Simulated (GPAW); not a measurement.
A computed V K-edge spectrum of one site in a crystal of B, Cr and V, with its zero at a photon energy of about 5446.3 eV (LDA puts this hole about 14 eV below PBE, itself good to a few eV). Method: GPAW, LDA, excited-electron core hole (neutral cell) in a small cell, dipole transitions, broadening that rises with energy.

Energy from the lowest empty level; intensity scaled to a mean of 1 over the first 20 eV:

| E (eV) | intensity |
| --- | --- |
| -2.0 | 0.00 |
| -1.5 | 0.00 |
| -1.0 | 0.00 |
| -0.5 | 0.03 |
| 0.0 | 0.11 |
| 0.5 | 0.23 |
| 1.0 | 0.29 |
| 1.5 | 0.32 |
| 2.0 | 0.36 |
| 2.5 | 0.36 |
| 3.0 | 0.41 |
| 3.5 | 0.46 |
| 4.0 | 0.44 |
| 4.5 | 0.41 |
| 5.0 | 0.41 |
| 5.5 | 0.36 |
| 6.0 | 0.33 |
| 6.5 | 0.31 |
| 7.0 | 0.27 |
| 7.5 | 0.31 |
| 8.0 | 0.48 |
| 8.5 | 0.66 |
| 9.0 | 0.79 |
| 9.5 | 0.87 |
| 10.0 | 0.95 |
| 10.5 | 1.07 |
| 11.0 | 1.19 |
| 11.5 | 1.27 |
| 12.0 | 1.26 |
| 12.5 | 1.19 |
| 13.0 | 1.13 |
| 13.5 | 1.17 |
| 14.0 | 1.29 |
| 14.5 | 1.42 |
| 15.0 | 1.50 |
| 15.5 | 1.57 |
| 16.0 | 1.67 |
| 16.5 | 1.80 |
| 17.0 | 1.94 |
| 17.5 | 2.04 |
| 18.0 | 2.09 |
| 18.5 | 2.11 |
| 19.0 | 2.11 |
| 19.5 | 2.09 |
| 20.0 | 2.04 |
| 20.5 | 1.94 |
| 21.0 | 1.77 |
| 21.5 | 1.55 |
| 22.0 | 1.34 |
| 22.5 | 1.15 |
| 23.0 | 1.01 |
| 23.5 | 0.92 |
| 24.0 | 0.89 |
| 24.5 | 0.89 |
| 25.0 | 0.91 |
| 25.5 | 0.95 |
| 26.0 | 1.01 |
| 26.5 | 1.06 |
| 27.0 | 1.12 |
| 27.5 | 1.18 |
| 28.0 | 1.23 |
| 28.5 | 1.27 |
| 29.0 | 1.29 |
| 29.5 | 1.30 |
| 30.0 | 1.30 |
| 30.5 | 1.29 |
| 31.0 | 1.29 |
| 31.5 | 1.29 |
| 32.0 | 1.30 |

Which coordination does this site have?

A K edge sees empty p states. The weak features of the first eV are p character mixed into the empty d bands; the main 4p edge lies above them. It is atom 2 of VCrB2 (Amm2), with 4 B at 2.19 Å, 2 B at 2.24 Å and 1 B at 2.27 Å (7-fold, site symmetry mm2). Its main maxima below 30 eV lie at 3.6 eV (0.46), 11.7 eV (1.28) and 18.7 eV (2.11), with a pre-edge feature at 3.6 eV. A near-edge spectrum doesn't fix the structure by itself; it is matched against candidates. The hole lies in one spin channel, while the script sums the empty states of both and takes the lower zero; where the two channels are split, this blurs and shifts the curve. Quadrupole 1s→3d transitions, which feed the pre-edge, are not in the dipole spectrum. The starting moments shrank to 0.00 μB or less, so this is hardly a magnetic state. The holes are only 5.1 Å apart, so the shape is probably not converged with cell size; no larger cell was run here. The mesh is coarse (0.33 Å⁻¹ between points), so small maxima may be mesh ripples. Lifetime broadening is put in by hand, and intensities beyond about 20 eV depend on it and on the partial waves. The structure is a computed Materials Project entry and may be a hypothetical form.

[Hosts, paths, dates, database ids (printed as entryN), source tags and the programs' standing remarks are cut or masked in the printed files.]

[Lists of maxima count a maximum above −3 eV only where it reaches 4 % of the highest in the window and stands out from its surroundings by 2 % of it (1.5 % where it reaches 55 %); shoulders and weaker maxima are passed over, and of the rest the first, up to two pre-edge ones and the few strongest are named.]
